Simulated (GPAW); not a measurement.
# What relaxation does to the transmission of 10 junctions

A junction put together from bond lengths is quick to compute. How far is its transmission from that of the relaxed structure, and is geometry or basis the larger error?

**Method.** Relaxation in the dzp basis, within the symmetry of the start (GPAW, PBE, forces under 0.05 eV/Å; an orbital basis tends to overbind), lead ends held. Transmission: GPAW 26.7.0 in a basis of numerical atomic orbitals with PAW setups; lead and junction are solved self-consistently in repeated cells 9 Å or more across, their Hamiltonian and overlap matrices go into Green's functions with semi-infinite leads (ASE), and T is the Landauer transmission at zero bias, at the junction cell's Fermi level, for one spin or as the mean of both where a run is spin-polarised.

The runs side by side:

| junction | largest move (Å) | T as built, dzp | T relaxed, dzp | T relaxed, sz |
| --- | --- | --- | --- | --- |
| Ti chain with an Al atom on top of one atom | 1.08 | 3.36 | 1.25 | 1.51 |
| benzene-1,4-diselenol between two Al chains | 0.34 | 0.0167 | 0.0179 | 0.0337 |
| CO in line between two Ti chains | 0.33 | 1.92 | 1.12 | 1.23 |
| C5 chain between two Nb chains | 0.22 | 1.79 | 1.99 | 1.98 |
| Pd chain with a Ti atom bridging one bond | 0.13 | 1.26 | 1.18 | 1.07 |
| ethane-1,2-dithiol between two Ag chains | 0.07 | 0.0148 | 0.00831 | 0.00392 |
| BN in line between two Na chains | 0.04 | 0.121 | 0.123 | 0.129 |
| pyrazine between two Pd chains | 0.04 | 0.441 | 0.46 | 0.426 |
| Ga chain with one Si atom in line | 0.03 | 2.31 | 2.2 | 2.11 |
| Ag chain with a Zn atom bridging one bond | 0.02 | 0.0368 | 0.0244 | 0.0282 |

**Reading.** Relaxation raises T in 2 junctions, lowers it in 5 and leaves it within 5 % in 3. The largest change as a ratio is for Ti chain with an Al atom on top of one atom, from 3.36 to 1.25. Moves over 0.6 Å, in 1 junctions, go beyond an adjustment of bond lengths: chain atoms buckled, a molecule turned or bonds were remade. In 5 of 10 cases the geometry matters more than the step from dzp to the minimal basis. The link between the largest move and the size of the change (r = 0.73) is weak or rests on one or two junctions.

**Limits.** The cell length was held, so a junction may stay under tension or compression; the symmetry of the start was kept, and lower structures may exist. An evenly spaced straight chain is an idealisation of an electrode: free chains dimerise or zigzag, and their density of states has sharper edges than a bulk metal's. No run was spin-polarised, so magnetic states weren't tested. Junctions whose dzp lead is shut at the Fermi level or whose end layer misses the lead by over 0.25 eV were left out, as were moves over 1.5 Å.
